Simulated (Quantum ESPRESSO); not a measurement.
# antimonene, 1 layer, stepped through biaxial strain, part 5 of 6

What law, if any, do the results for antimonene, 1 layer follow against biaxial strain?

Quantum ESPRESSO 7.5; plane-wave DFT, PBE, GBRV ultrasoft pseudopotentials.

So far. Step 8 (Bands along a path, -4 %): Along this path the valence top lies at Γ and the conduction bottom at K. Step 9 (Relaxing the ions, -3 %): The relaxation lowers the energy by 5 meV an atom.

## Step 10: SCF with pw.x, -3 %

Contents of m1.scf.in:

```
&control
  prefix = 'm1.scf'
  outdir = './out'
  pseudo_dir = './pseudo'
  calculation = 'scf'
  tprnfor = .true.
/
&system
  ibrav = 0
  nat = 2
  ntyp = 1
  ecutwfc = 40
  ecutrho = 200
  occupations = 'smearing'
  smearing = 'fd'
  degauss = 0.002
  nbnd = 19
/
&electrons
  conv_thr = 1e-09
  mixing_beta = 0.4
  electron_maxstep = 120
  mixing_mode = 'plain'
/
ATOMIC_SPECIES
  Sb  121.7600  sb_pbe_v1.4.uspp.F.UPF
CELL_PARAMETERS angstrom
  3.99468526892000 0.00000000000000 0.00000000000000
  -1.99734263446000 3.45949892295000 0.00000000000000
  0.00000000000000 0.00000000000000 16.65000000000000
ATOMIC_POSITIONS crystal
  Sb  0.666666666700 0.333333333300 0.449463665900
  Sb  0.333333333300 0.666666666700 0.550536334100
K_POINTS automatic
  12 12 1 0 0 0
```

On the command line:

```
$ OMP_NUM_THREADS=1 mpirun -n 4 pw.x -nk 4 -in m1.scf.in > m1.scf.out
```

Log:

```text
[banner, memory and clock lines left out]
Program PWSCF v.7.5 starts
[...]
Message from routine setup:
[...]
number of electrons       =        30.00
     number of Kohn-Sham states=           19
     kinetic-energy cutoff     =      40.0000  Ry
     charge density cutoff     =     200.0000  Ry
[...]
number of k points=    19  Fermi-Dirac smearing, width (Ry)=  0.0020
[...]
Dense  grid:    74013 G-vectors     FFT dimensions: (  36,  36, 144)
[...]
negative rho (up, down):  5.189E-04 0.000E+00
     Starting wfcs are   18 randomized atomic wfcs +    1 random wfcs
[...]
negative rho (up, down):  2.665E-05 0.000E+00
[...]
estimated scf accuracy    <       2.24537591 Ry
[...]
negative rho (up, down):  1.115E-05 0.000E+00
[...]
estimated scf accuracy    <       0.12396094 Ry
[...]
negative rho (up, down):  7.656E-05 0.000E+00
[...]
estimated scf accuracy    <       0.00727481 Ry
[...]
negative rho (up, down):  2.009E-04 0.000E+00
[...]
estimated scf accuracy    <       0.00126131 Ry
[...]
negative rho (up, down):  1.935E-04 0.000E+00
[...]
estimated scf accuracy    <       0.00001763 Ry
[...]
negative rho (up, down):  2.017E-04 0.000E+00
[...]
estimated scf accuracy    <       0.00000272 Ry
[...]
negative rho (up, down):  2.092E-04 0.000E+00
[...]
estimated scf accuracy    <       0.00000023 Ry
[...]
negative rho (up, down):  2.143E-04 0.000E+00
[...]
estimated scf accuracy    <       0.00000002 Ry
[...]
negative rho (up, down):  2.180E-04 0.000E+00
[...]
estimated scf accuracy    <          6.2E-09 Ry
[...]
negative rho (up, down):  2.241E-04 0.000E+00
[...]
the Fermi energy is    -0.2388 ev
!    total energy              =    -369.88830019 Ry
     estimated scf accuracy    <          6.5E-10 Ry
     smearing contrib. (-TS)   =      -0.00000000 Ry
     internal energy E=F+TS    =    -369.88830019 Ry
[...]
one-electron contribution =    -930.89371191 Ry
     hartree contribution      =     470.73457562 Ry
     xc contribution           =     -88.05623017 Ry
     ewald contribution        =     178.32706627 Ry
     convergence has been achieved in  10 iterations
     negative rho (up, down):  2.241E-04 0.000E+00
[...]
Total force =     0.000289     Total SCF correction =     0.000219
[...]
```

Elapsed: 11 s, on 4 MPI ranks of Arm Neoverse V1, shared host; peak memory 0.37 GiB; 45 s of CPU time.

Numbers from this step:

* free energy: -5032.5867 eV
* Fermi energy: -0.2388 eV
* valence top, on the run's zero: -0.6939 eV
* conduction bottom, on the run's zero: 0.2490 eV
* gap by band count: 0.9429 eV

## Step 11: Ground state, -3 %

Level of this step: plane-wave DFT, PBE, PseudoDojo fully relativistic norm-conserving pseudopotentials (Quantum ESPRESSO 7.5).

m1.soc.in is the input of step 10 with these lines changed:

```diff
@@ -1,3 +1,3 @@
 &control
-  prefix = 'm1.scf'
+  prefix = 'm1.soc'
   outdir = './out'
@@ -11,4 +11,4 @@
   ntyp = 1
-  ecutwfc = 40
-  ecutrho = 200
+  ecutwfc = 72
+  ecutrho = 288
   occupations = 'smearing'
@@ -16,6 +16,8 @@
   degauss = 0.002
-  nbnd = 19
+  noncolin = .true.
+  lspinorb = .true.
+  nbnd = 36
 /
 &electrons
-  conv_thr = 1e-09
+  conv_thr = 1e-07
   mixing_beta = 0.4
@@ -25,3 +27,3 @@
 ATOMIC_SPECIES
-  Sb  121.7600  sb_pbe_v1.4.uspp.F.UPF
+  Sb  121.7600  Sb.dojo-fr-pbe-0.4-standard.upf
 CELL_PARAMETERS angstrom
@@ -34,2 +36,2 @@
 K_POINTS automatic
-  12 12 1 0 0 0
+  6 6 1 0 0 0
```

On the command line:

```
$ OMP_NUM_THREADS=1 mpirun -n 4 pw.x -nk 2 -in m1.soc.in > m1.soc.out
```

Log:

```text
[banner, memory and clock lines left out]
Program PWSCF v.7.5 starts
[...]
Message from routine setup:
[...]
number of electrons       =        30.00
     number of Kohn-Sham states=           36
     kinetic-energy cutoff     =      72.0000  Ry
     charge density cutoff     =     288.0000  Ry
[...]
number of k points=     7  Fermi-Dirac smearing, width (Ry)=  0.0020
[...]
Dense  grid:   128239 G-vectors     FFT dimensions: (  45,  45, 180)
[...]
negative rho (up, down):  6.368E-06 0.000E+00
     Starting wfcs are   36 randomized atomic wfcs
[...]
negative rho (up, down):  1.620E-06 0.000E+00
[...]
estimated scf accuracy    <       0.02024566 Ry
[...]
negative rho (up, down):  3.161E-08 0.000E+00
[...]
estimated scf accuracy    <       0.00517440 Ry
[...]
estimated scf accuracy    <       0.00019396 Ry
[...]
estimated scf accuracy    <       0.00001829 Ry
[...]
estimated scf accuracy    <       0.00000106 Ry
[...]
the Fermi energy is    -0.0302 ev
!    total energy              =    -363.67879808 Ry
     estimated scf accuracy    <       0.00000006 Ry
     smearing contrib. (-TS)   =      -0.00000005 Ry
     internal energy E=F+TS    =    -363.67879803 Ry
[...]
one-electron contribution =    -910.61229091 Ry
     hartree contribution      =     459.45256181 Ry
     xc contribution           =     -90.84613524 Ry
     ewald contribution        =     178.32706630 Ry
     convergence has been achieved in   6 iterations
[...]
Total force =     0.000810     Total SCF correction =     0.000649
[...]
```

Wall time 37 s (4 MPI ranks); peak memory 0.85 GiB; 2.5 min of CPU time.

Read from the output:

```
free energy                          : -4948.1021 eV
Fermi energy                         : -0.0302 eV
valence top, on the run's zero       : -0.3291 eV
conduction bottom, on the run's zero : 0.3207 eV
gap by band count                    : 0.6499 eV
```

## Step 12: Relaxation with pw.x, 3 %

Level of this step: plane-wave DFT, PBE, GBRV ultrasoft pseudopotentials (Quantum ESPRESSO 7.5).

Contents of m7.relax.in:

```
&control
  prefix = 'm7.relax'
  outdir = './out'
  pseudo_dir = './pseudo'
  nstep = 40
  forc_conv_thr = 0.0003
  calculation = 'relax'
  tstress = .true.
/
&system
  ibrav = 0
  nat = 2
  ntyp = 1
  ecutwfc = 50
  ecutrho = 250
  occupations = 'smearing'
  smearing = 'fd'
  degauss = 0.002
/
&electrons
  conv_thr = 1e-09
  mixing_beta = 0.4
  electron_maxstep = 120
  mixing_mode = 'plain'
/
&ions
/
ATOMIC_SPECIES
  Sb  121.7600  sb_pbe_v1.4.uspp.F.UPF
CELL_PARAMETERS angstrom
  4.24177920308000 0.00000000000000 0.00000000000000
  -2.12088960154000 3.67348854705000 0.00000000000000
  0.00000000000000 0.00000000000000 16.65000000000000
ATOMIC_POSITIONS crystal
  Sb  0.666666666700 0.333333333300 0.450822177000
  Sb  0.333333333300 0.666666666700 0.549177823000
K_POINTS automatic
  12 12 1 0 0 0
```

On the command line:

```
$ OMP_NUM_THREADS=1 mpirun -n 4 pw.x -nk 4 -in m7.relax.in > m7.relax.out
```

Log:

```text
[banner, memory and clock lines left out]
Program PWSCF v.7.5 starts
[...]
Message from routine setup:
[...]
number of electrons       =        30.00
     number of Kohn-Sham states=           19
     kinetic-energy cutoff     =      50.0000  Ry
     charge density cutoff     =     250.0000  Ry
[...]
number of k points=    19  Fermi-Dirac smearing, width (Ry)=  0.0020
[...]
Dense  grid:   116961 G-vectors     FFT dimensions: (  45,  45, 160)
[...]
negative rho (up, down):  2.511E-04 0.000E+00
     Starting wfcs are   18 randomized atomic wfcs +    1 random wfcs
[...]
negative rho (up, down):  1.881E-06 0.000E+00
[...]
estimated scf accuracy    <       2.28501063 Ry
[...]
negative rho (up, down):  6.414E-07 0.000E+00
[...]
estimated scf accuracy    <       0.12239895 Ry
[...]
negative rho (up, down):  1.410E-05 0.000E+00
[...]
estimated scf accuracy    <       0.00700107 Ry
[...]
negative rho (up, down):  6.288E-05 0.000E+00
[...]
estimated scf accuracy    <       0.00108381 Ry
[...]
negative rho (up, down):  5.020E-05 0.000E+00
[...]
estimated scf accuracy    <       0.00001962 Ry
[...]
negative rho (up, down):  4.951E-05 0.000E+00
[...]
estimated scf accuracy    <       0.00000291 Ry
[...]
negative rho (up, down):  5.115E-05 0.000E+00
[...]
estimated scf accuracy    <       0.00000025 Ry
[...]
negative rho (up, down):  5.243E-05 0.000E+00
[...]
estimated scf accuracy    <       0.00000002 Ry
[...]
negative rho (up, down):  5.354E-05 0.000E+00
[...]
estimated scf accuracy    <          2.3E-09 Ry
[...]
negative rho (up, down):  5.556E-05 0.000E+00
[...]
the Fermi energy is    -0.8073 ev
!    total energy              =    -369.89010334 Ry
     estimated scf accuracy    <          1.9E-10 Ry
     smearing contrib. (-TS)   =      -0.00000000 Ry
     internal energy E=F+TS    =    -369.89010334 Ry
[...]
one-electron contribution =    -864.41814655 Ry
     hartree contribution      =     436.95858298 Ry
     xc contribution           =     -87.95765554 Ry
     ewald contribution        =     145.52711576 Ry
     convergence has been achieved in  10 iterations
     negative rho (up, down):  5.556E-05 0.000E+00
[...]
Total force =     0.019027     Total SCF correction =     0.000058
[...]
negative rho (up, down):  5.556E-05 0.000E+00
[...]
negative rho (up, down):  6.293E-05 0.000E+00
[...]
negative rho (up, down):  5.804E-05 0.000E+00
[...]
estimated scf accuracy    <       0.00000951 Ry
[...]
negative rho (up, down):  5.740E-05 0.000E+00
[...]
estimated scf accuracy    <       0.00000187 Ry
[...]
negative rho (up, down):  5.662E-05 0.000E+00
[...]
estimated scf accuracy    <       0.00000007 Ry
[...]
negative rho (up, down):  5.619E-05 0.000E+00
[...]
estimated scf accuracy    <          6.6E-09 Ry
[...]
negative rho (up, down):  5.550E-05 0.000E+00
[...]
the Fermi energy is    -1.0877 ev
!    total energy              =    -369.89040711 Ry
     estimated scf accuracy    <          5.4E-10 Ry
     smearing contrib. (-TS)   =      -0.00000000 Ry
     internal energy E=F+TS    =    -369.89040711 Ry
[...]
one-electron contribution =    -866.17117600 Ry
     hartree contribution      =     437.82294496 Ry
     xc contribution           =     -87.96343533 Ry
     ewald contribution        =     146.42125927 Ry
     convergence has been achieved in   5 iterations
     negative rho (up, down):  5.550E-05 0.000E+00
[...]
Total force =     0.012854     Total SCF correction =     0.000018
[...]
negative rho (up, down):  5.550E-05 0.000E+00
[...]
negative rho (up, down):  6.415E-05 0.000E+00
[...]
negative rho (up, down):  5.845E-05 0.000E+00
[...]
estimated scf accuracy    <       0.00001156 Ry
[...]
negative rho (up, down):  5.768E-05 0.000E+00
[...]
estimated scf accuracy    <       0.00000228 Ry
[...]
negative rho (up, down):  5.670E-05 0.000E+00
[...]
estimated scf accuracy    <       0.00000008 Ry
[...]
negative rho (up, down):  5.618E-05 0.000E+00
[...]
estimated scf accuracy    <          8.2E-09 Ry
[...]
negative rho (up, down):  5.566E-05 0.000E+00
[...]
estimated scf accuracy    <          6.5E-10 Ry
[...]
negative rho (up, down):  5.548E-05 0.000E+00
[...]
estimated scf accuracy    <          4.1E-11 Ry
[...]
negative rho (up, down):  5.539E-05 0.000E+00
[...]
the Fermi energy is    -1.0907 ev
!    total energy              =    -369.89060410 Ry
     estimated scf accuracy    <          4.4E-12 Ry
     smearing contrib. (-TS)   =      -0.00000000 Ry
     internal energy E=F+TS    =    -369.89060410 Ry
[...]
one-electron contribution =    -868.09403221 Ry
     hartree contribution      =     438.77073178 Ry
     xc contribution           =     -87.96978335 Ry
     ewald contribution        =     147.40247969 Ry
     convergence has been achieved in   7 iterations
     negative rho (up, down):  5.539E-05 0.000E+00
[...]
Total force =     0.005954     Total SCF correction =     0.000010
[...]
negative rho (up, down):  5.539E-05 0.000E+00
[...]
negative rho (up, down):  6.219E-05 0.000E+00
[...]
negative rho (up, down):  5.777E-05 0.000E+00
[...]
estimated scf accuracy    <       0.00000863 Ry
[...]
negative rho (up, down):  5.710E-05 0.000E+00
[...]
estimated scf accuracy    <       0.00000171 Ry
[...]
negative rho (up, down):  5.632E-05 0.000E+00
[...]
estimated scf accuracy    <       0.00000006 Ry
[...]
negative rho (up, down):  5.587E-05 0.000E+00
[...]
estimated scf accuracy    <          5.6E-09 Ry
[...]
negative rho (up, down):  5.549E-05 0.000E+00
[...]
estimated scf accuracy    <          4.9E-10 Ry
[...]
negative rho (up, down):  5.535E-05 0.000E+00
[...]
estimated scf accuracy    <          3.4E-11 Ry
[...]
negative rho (up, down):  5.529E-05 0.000E+00
[...]
the Fermi energy is    -1.0938 ev
!    total energy              =    -369.89065698 Ry
     estimated scf accuracy    <          5.2E-12 Ry
     smearing contrib. (-TS)   =      -0.00000000 Ry
     internal energy E=F+TS    =    -369.89065698 Ry
[...]
one-electron contribution =    -869.74843971 Ry
     hartree contribution      =     439.58588657 Ry
     xc contribution           =     -87.97527156 Ry
     ewald contribution        =     148.24716772 Ry
     convergence has been achieved in   7 iterations
     negative rho (up, down):  5.529E-05 0.000E+00
[...]
Total force =     0.000087     Total SCF correction =     0.000011
[...]
negative rho (up, down):  5.529E-05 0.000E+00
[...]
```

Run time: 74 s. Hardware: 4 MPI ranks; peak memory 0.75 GiB; 5 min of CPU time.

Relaxation path:

```tsv
step	energy less that of the first step (eV)	largest force (eV/Å)
1	0.0000	0.3459
2	-0.0041	0.2337
3	-0.0068	0.1083
4	-0.0075	0.0016
```

The atoms that moved most (Å):

```tsv
atom	dx	dy	dz	length
Sb1	0.000	0.000	0.022	0.022
Sb2	0.000	0.000	-0.022	0.022
```

Final coordinates:

```cif
data_structure
_symmetry_space_group_name_H-M 'P 1'
_symmetry_Int_Tables_number 1
_cell_length_a 4.2418
_cell_length_b 4.2418
_cell_length_c 16.6500
_cell_angle_alpha 90.000
_cell_angle_beta 90.000
_cell_angle_gamma 120.000
_cell_volume 259.44
loop_
_atom_site_label
_atom_site_type_symbol
_atom_site_fract_x
_atom_site_fract_y
_atom_site_fract_z
_atom_site_occupancy
Sb1 Sb 0.66667 0.33333 0.45213 1
Sb2 Sb 0.33333 0.66667 0.54787 1
```

The relaxation lowers the energy by 4 meV an atom.

Read from the output:

| Quantity | Value |
| --- | --- |
| free energy | -5032.6188 eV |
| Fermi energy | -1.094 eV |

## Step 13: Self-consistent run, 3 %

Contents of m7.scf.in:

```
&control
  prefix = 'm7.scf'
  outdir = './out'
  pseudo_dir = './pseudo'
  calculation = 'scf'
  tprnfor = .true.
/
&system
  ibrav = 0
  nat = 2
  ntyp = 1
  ecutwfc = 40
  ecutrho = 200
  occupations = 'smearing'
  smearing = 'fd'
  degauss = 0.002
  nbnd = 19
/
&electrons
  conv_thr = 1e-09
  mixing_beta = 0.4
  electron_maxstep = 120
  mixing_mode = 'plain'
/
ATOMIC_SPECIES
  Sb  121.7600  sb_pbe_v1.4.uspp.F.UPF
CELL_PARAMETERS angstrom
  4.24177920308000 0.00000000000000 0.00000000000000
  -2.12088960154000 3.67348854705000 0.00000000000000
  0.00000000000000 0.00000000000000 16.65000000000000
ATOMIC_POSITIONS crystal
  Sb  0.666666666700 0.333333333300 0.452126076900
  Sb  0.333333333300 0.666666666700 0.547873923100
K_POINTS automatic
  12 12 1 0 0 0
```

On the command line:

```
$ OMP_NUM_THREADS=1 mpirun -n 4 pw.x -nk 4 -in m7.scf.in > m7.scf.out
```

Log:

```text
[banner, memory and clock lines left out]
Program PWSCF v.7.5 starts
[...]
Message from routine setup:
[...]
number of electrons       =        30.00
     number of Kohn-Sham states=           19
     kinetic-energy cutoff     =      40.0000  Ry
     charge density cutoff     =     200.0000  Ry
[...]
number of k points=    19  Fermi-Dirac smearing, width (Ry)=  0.0020
[...]
Dense  grid:    83529 G-vectors     FFT dimensions: (  40,  40, 144)
[...]
negative rho (up, down):  5.679E-04 0.000E+00
     Starting wfcs are   18 randomized atomic wfcs +    1 random wfcs
[...]
negative rho (up, down):  2.708E-05 0.000E+00
[...]
estimated scf accuracy    <       2.28286209 Ry
[...]
negative rho (up, down):  1.579E-05 0.000E+00
[...]
estimated scf accuracy    <       0.11970024 Ry
[...]
negative rho (up, down):  1.027E-04 0.000E+00
[...]
estimated scf accuracy    <       0.00702725 Ry
[...]
negative rho (up, down):  2.209E-04 0.000E+00
[...]
estimated scf accuracy    <       0.00103409 Ry
[...]
negative rho (up, down):  2.126E-04 0.000E+00
[...]
estimated scf accuracy    <       0.00001707 Ry
[...]
negative rho (up, down):  2.204E-04 0.000E+00
[...]
estimated scf accuracy    <       0.00000285 Ry
[...]
negative rho (up, down):  2.291E-04 0.000E+00
[...]
estimated scf accuracy    <       0.00000028 Ry
[...]
negative rho (up, down):  2.350E-04 0.000E+00
[...]
estimated scf accuracy    <       0.00000002 Ry
[...]
negative rho (up, down):  2.390E-04 0.000E+00
[...]
estimated scf accuracy    <          2.0E-09 Ry
[...]
negative rho (up, down):  2.458E-04 0.000E+00
[...]
the Fermi energy is    -1.0735 ev
!    total energy              =    -369.88894799 Ry
     estimated scf accuracy    <          1.3E-10 Ry
     smearing contrib. (-TS)   =      -0.00000000 Ry
     internal energy E=F+TS    =    -369.88894799 Ry
[...]
one-electron contribution =    -869.75383209 Ry
     hartree contribution      =     439.59351722 Ry
     xc contribution           =     -87.97580081 Ry
     ewald contribution        =     148.24716768 Ry
     convergence has been achieved in  10 iterations
     negative rho (up, down):  2.458E-04 0.000E+00
[...]
Total force =     0.000034     Total SCF correction =     0.000020
[...]
```

Elapsed: 16 s, on 4 MPI ranks; peak memory 0.48 GiB; 64 s of CPU time.

Read from the output:

| Property | Result |
| --- | --- |
| free energy | -5032.5955 eV |
| Fermi energy | -1.073 eV |
| valence top, on the run's zero | -1.787 eV |
| conduction bottom, on the run's zero | -0.3761 eV |
| gap by band count | 1.411 eV |

## Step 14: Ground state, 3 %

Level of this step: plane-wave DFT, PBE, PseudoDojo fully relativistic norm-conserving pseudopotentials (Quantum ESPRESSO 7.5).

m7.soc.in is the input of step 13 with these lines changed:

```diff
@@ -1,3 +1,3 @@
 &control
-  prefix = 'm7.scf'
+  prefix = 'm7.soc'
   outdir = './out'
@@ -11,4 +11,4 @@
   ntyp = 1
-  ecutwfc = 40
-  ecutrho = 200
+  ecutwfc = 72
+  ecutrho = 288
   occupations = 'smearing'
@@ -16,6 +16,8 @@
   degauss = 0.002
-  nbnd = 19
+  noncolin = .true.
+  lspinorb = .true.
+  nbnd = 36
 /
 &electrons
-  conv_thr = 1e-09
+  conv_thr = 1e-07
   mixing_beta = 0.4
@@ -25,3 +27,3 @@
 ATOMIC_SPECIES
-  Sb  121.7600  sb_pbe_v1.4.uspp.F.UPF
+  Sb  121.7600  Sb.dojo-fr-pbe-0.4-standard.upf
 CELL_PARAMETERS angstrom
@@ -34,2 +36,2 @@
 K_POINTS automatic
-  12 12 1 0 0 0
+  6 6 1 0 0 0
```

On the command line:

```
$ OMP_NUM_THREADS=1 mpirun -n 4 pw.x -nk 2 -in m7.soc.in > m7.soc.out
```

Log:

```text
[banner, memory and clock lines left out]
Program PWSCF v.7.5 starts
[...]
Message from routine setup:
[...]
number of electrons       =        30.00
     number of Kohn-Sham states=           36
     kinetic-energy cutoff     =      72.0000  Ry
     charge density cutoff     =     288.0000  Ry
[...]
number of k points=     7  Fermi-Dirac smearing, width (Ry)=  0.0020
[...]
Dense  grid:   144769 G-vectors     FFT dimensions: (  45,  45, 180)
[...]
negative rho (up, down):  6.989E-06 0.000E+00
     Starting wfcs are   36 randomized atomic wfcs
[...]
negative rho (up, down):  1.708E-06 0.000E+00
[...]
estimated scf accuracy    <       0.01813808 Ry
[...]
negative rho (up, down):  1.081E-08 0.000E+00
[...]
estimated scf accuracy    <       0.00511385 Ry
[...]
estimated scf accuracy    <       0.00014528 Ry
[...]
estimated scf accuracy    <       0.00002188 Ry
[...]
estimated scf accuracy    <       0.00000099 Ry
[...]
the Fermi energy is    -0.9048 ev
!    total energy              =    -363.68082771 Ry
     estimated scf accuracy    <       0.00000006 Ry
     smearing contrib. (-TS)   =      -0.00000000 Ry
     internal energy E=F+TS    =    -363.68082771 Ry
[...]
one-electron contribution =    -849.46711393 Ry
     hartree contribution      =     428.30844554 Ry
     xc contribution           =     -90.76932704 Ry
     ewald contribution        =     148.24716771 Ry
     convergence has been achieved in   6 iterations
[...]
Total force =     0.000211     Total SCF correction =     0.000876
[...]
```

It took 39 s on 4 MPI ranks; peak memory 0.92 GiB.

This step gave:

```
free energy                          : -4948.1297 eV
Fermi energy                         : -0.9048 eV
valence top, on the run's zero       : -1.447 eV
conduction bottom, on the run's zero : -0.3588 eV
gap by band count                    : 1.089 eV
```

(Part 5 of 6 ends here.)

[Logs are printed without paths, hosts, clocks, repeated set-up lines and the standing remarks that a program may print on its own settings, such as how far it seeks lower states.]

[Hosts, paths, dates, database ids (printed as entryN), source tags and the programs' standing remarks are cut or masked in the printed files.]

[Maps of the electrostatic potential energy from Ansatz leave out the sawtooth potential of an applied field or a dipole correction, so their vacuum need not be flat; planar profiles and work functions include it.]
